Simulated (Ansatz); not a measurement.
# Be3N2 (P6_3/mmc): a band-gap study from LDA to G0W0 at the band limit, part 2 of 2

Aim: a best estimate of the quasiparticle gap of Be3N2 (P6_3/mmc), with each correction and its cost laid out.

Ansatz 0.2.0; density functionals, hybrids, G0W0, plane waves, PAW. Known limits of the many-body steps: not at the basis limit.

So far. Step 9 (G0W0, 6×6×2 mesh, 373 empty bands, screening to 180 eV …): Against the run with 6×6×2 mesh, 173 empty bands, screening to 108 eV, PAW set soft_1 files, the gap moves by +0.20 eV. Step 10 (G0W0@HSE06, 6×6×2 mesh, 173 empty bands, screening to …): Against the run with 6×6×2 mesh, 173 empty bands, screening to 108 eV, PAW set soft_1 files on LDA, the gap moves by +0.53 eV, while the start moved by +1.37 eV.

In doubt: masses and optical values from hybrid runs of this build are listed as unsure (steps 10, 13), which bears on the screening that GW takes from such a start.

## Step 11: G0W0@LDA, 6×6×2 mesh, 173 empty bands, screening to 108 eV, plasmon pole, PAW set soft_1 files

A plasmon pole stands in for the full frequency dependence of the screening; this run shows what that costs in accuracy.

This step: G0W0 on LDA, plane waves, PAW; PAW set soft_1.

input.yaml

```yaml
crystal:
  lattice:
    - [2.8416792263, 0.0, 0.0]
    - [-1.4208396132, 2.4609663994, 0.0]
    - [0.0, 0.0, 9.74684101]
  atoms:
    - { symbol: Be, position: [0.33333333, 0.66666667, 0.07848597] }
    - { symbol: Be, position: [0.66666667, 0.33333333, 0.57848597] }
    - { symbol: Be, position: [0.66666667, 0.33333333, 0.92151403] }
    - { symbol: Be, position: [0.33333333, 0.66666667, 0.42151403] }
    - { symbol: Be, position: [0.0, 0.0, 0.25] }
    - { symbol: Be, position: [0.0, 0.0, 0.75] }
    - { symbol: "N", position: [0.0, 0.0, 0.0] }
    - { symbol: "N", position: [0.0, 0.0, 0.5] }
    - { symbol: "N", position: [0.33333333, 0.66666667, 0.25] }
    - { symbol: "N", position: [0.66666667, 0.33333333, 0.75] }
kpoints:
  mp_grid: { grid: [6, 6, 2] }
hamiltonian:
  xc: lda
  pseudopotentials: { kind: paw, azcp: { folder: soft_1 }, xc_functional: pbe }
scf:
  occupations: { method: fixed }
gw:
  n_empty_bands: 173
  ecut_chi: 108
  qp_bands: [v3, c3]
  qp_kpoints: band_edges
  screening: { model: godby_needs }
```

Started as:

```bash
$ ansatz run input.yaml --threads 3 --pin off --max-ram 92160MiB --backend cuda --events-out ev --progress --plain --runs-dir out --devices 1 --max-vram 13GiB
```

Wall time 17 s (1 × NVIDIA H100 80GB HBM3 (shared by 6 runs) with 3 threads of AMD EPYC 7R13 (Zen 3), shared host); peak memory 1.3 GiB.

Numbers from this step:

- bands summed: 189
- plasmon-pole fit frequency: 25.44 eV
- RPA ε∞ on this mesh (eigenvalues): 4.356, 4.356, 5.304
- plane waves in the screening matrix: 191
- G0W0 gap on the mesh: 4.645 eV
- k of the valence top: 0, 0, 0
- k of the conduction bottom: 0, -0.5, 0
- starting gap on the mesh: 3.261 eV
- least direct G0W0 gap on the computed points: 6.187 eV

Against the run with 6×6×2 mesh, 173 empty bands, screening to 108 eV, PAW set soft_1 files, the gap moves by −0.03 eV.

## Step 12: G0W0@LDA, 6×6×2 mesh, 173 empty bands, screening to 108 eV, hard PAW files

Other atomic data (hard PAW) test the pseudisation: the cutoff goes from 420 to 960 eV and the valence electrons from 32 to 44, which opens shells that were frozen.

This step: G0W0 on LDA, plane waves, PAW.

Edit input.yaml of step 11 so:

```diff
@@ -20,3 +20,3 @@
   xc: lda
-  pseudopotentials: { kind: paw, azcp: { folder: soft_1 }, xc_functional: pbe }
+  pseudopotentials: { kind: paw, source: ansatz }
 scf:
@@ -28,2 +28,2 @@
   qp_kpoints: band_edges
-  screening: { model: godby_needs }
+  screening: { model: contour_deformation }
```

Run time: 25 s. Hardware: 1 × NVIDIA H100 80GB HBM3 (shared by 6 runs) with 3 threads; peak memory 1.4 GiB.

This step gave:

```
bands summed                                 : 195
RPA ε∞ on this mesh (eigenvalues)            : 4.374, 4.374, 5.324
plane waves in the screening matrix          : 191
G0W0 gap on the mesh                         : 4.650 eV
k of the valence top                         : 0, 0, 0
k of the conduction bottom                   : 0, -0.5, 0
starting gap on the mesh                     : 3.257 eV
least direct G0W0 gap on the computed points : 6.180 eV
```

Against the run with 6×6×2 mesh, 173 empty bands, screening to 108 eV, PAW set soft_1 files, the gap moves by −0.03 eV.

## Step 13: G0W0@PBE0, 6×6×2 mesh, 173 empty bands, screening to 108 eV, PAW set soft_1 files

This step: G0W0 on PBE0, plane waves, PAW; PAW set soft_1.

Edit input.yaml of step 12 so:

```diff
@@ -19,4 +19,4 @@
 hamiltonian:
-  xc: lda
-  pseudopotentials: { kind: paw, source: ansatz }
+  xc: pbe0
+  pseudopotentials: { kind: paw, azcp: { folder: soft_1 } }
 scf:
```

The job ended after 34 s (1 × NVIDIA H100 80GB HBM3 (shared by 6 runs) with 3 threads; peak memory 1.5 GiB).

Numbers from this step:

- bands summed: 189
- RPA ε∞ on this mesh (eigenvalues): 3.562, 3.562, 4.064
- plane waves in the screening matrix: 191
- G0W0 gap on the mesh: 5.383 eV
- k of the valence top: 0, 0, 0
- k of the conduction bottom: 0, -0.5, 0
- starting gap on the mesh: 5.366 eV
- least direct G0W0 gap on the computed points: 6.962 eV

Against the run with 6×6×2 mesh, 173 empty bands, screening to 108 eV, PAW set soft_1 files on HSE06, the gap moves by +0.18 eV, while the start moved by +0.74 eV.

## Step 14: The ladder

Times are wall times on 1 × NVIDIA H100 80GB HBM3 (shared by 6 runs) with 3 threads of AMD EPYC 7R13 (Zen 3), shared host, good to a factor of about two. G0W0 rows are gaps on the mesh, lowered by the amount that the mesh misses the start's edges, a rough step that assumes the same correction there.

```csv
level,gap (eV),least direct gap (eV),time
LDA,3.26,4.65,6.8 s
r2SCAN,4.00,5.42,6.8 s
HSE06,4.63,6.11,25 s
PBE0,5.37,6.85,20 s
G0W0@LDA (61 empty bands),4.42,-,7.1 s
G0W0@LDA (173 empty bands),4.68,-,7.7 s
G0W0@LDA (373 empty bands),4.88,-,24 s
G0W0@HSE06 (173 empty bands),5.20,-,26 s
"G0W0@LDA (173 empty bands, plasmon pole)",4.64,-,17 s
"G0W0@LDA (173 empty bands, hard PAW)",4.65,-,25 s
G0W0@PBE0 (173 empty bands),5.38,-,34 s
```

## Step 15: Adding up the best estimate

```csv
term,eV,running total (eV)
"G0W0 on the mesh, top rung",4.879,4.879
"to the limit, by a line in one over the bands through the two top rungs",+0.191,5.070
```

Changes that are not added in, each against a run with equal bands and cutoff:

```csv
change,eV
start HSE06,+0.53
plasmon pole in place of full frequency,−0.03
hard PAW files,−0.03
start PBE0,+0.71
```

## Step 16: Summary of results

```
LDA gap                     : 3.26 eV, indirect
HSE06                       : 4.63 eV
PBE0                        : 5.37 eV
G0W0, top rung on the mesh  : 4.88 eV
best estimate, G0W0@LDA     : 5.07 eV
GW settings of the top rung : 6×6×2 mesh, 373 empty bands, screening to 180 eV, PAW set soft_1 files
known limits                : one-shot GW, static lattice; one k mesh, untested
```

What this shows: The best estimate for G0W0@LDA is 5.07 eV, indirect by LDA, against 3.26 eV at the start. The pair of rungs below gives a limit −0.22 eV away. Of the changes left open the largest, +0.71 eV, comes from starting at PBE0. Among the functionals PBE0 comes nearest: +0.30 eV from the estimate. The RPA ε∞ on the GW mesh averages 4.7 against 4.8 from perturbation theory, which takes a denser mesh of its own and holds the xc response as well. All runs took 3.8 min, 61 % of it in G0W0.

[Paths, hosts, dates, memory and timing lines, banners, echoed tables and standing remarks are left out of the program output.]

[Logs are printed without paths, hosts, clocks, repeated set-up lines and the standing remarks that a program may print on its own settings, such as how far it seeks lower states.]

[Runs of the session that timed out or met a known fault of the program may be left out.]

[Cells called generated may have been cut or substituted from an entry of the Crystallography Open Database or the Materials Project.]

[Hosts, paths, dates, database ids (printed as entryN), source tags and the programs' standing remarks are cut or masked in the printed files.]
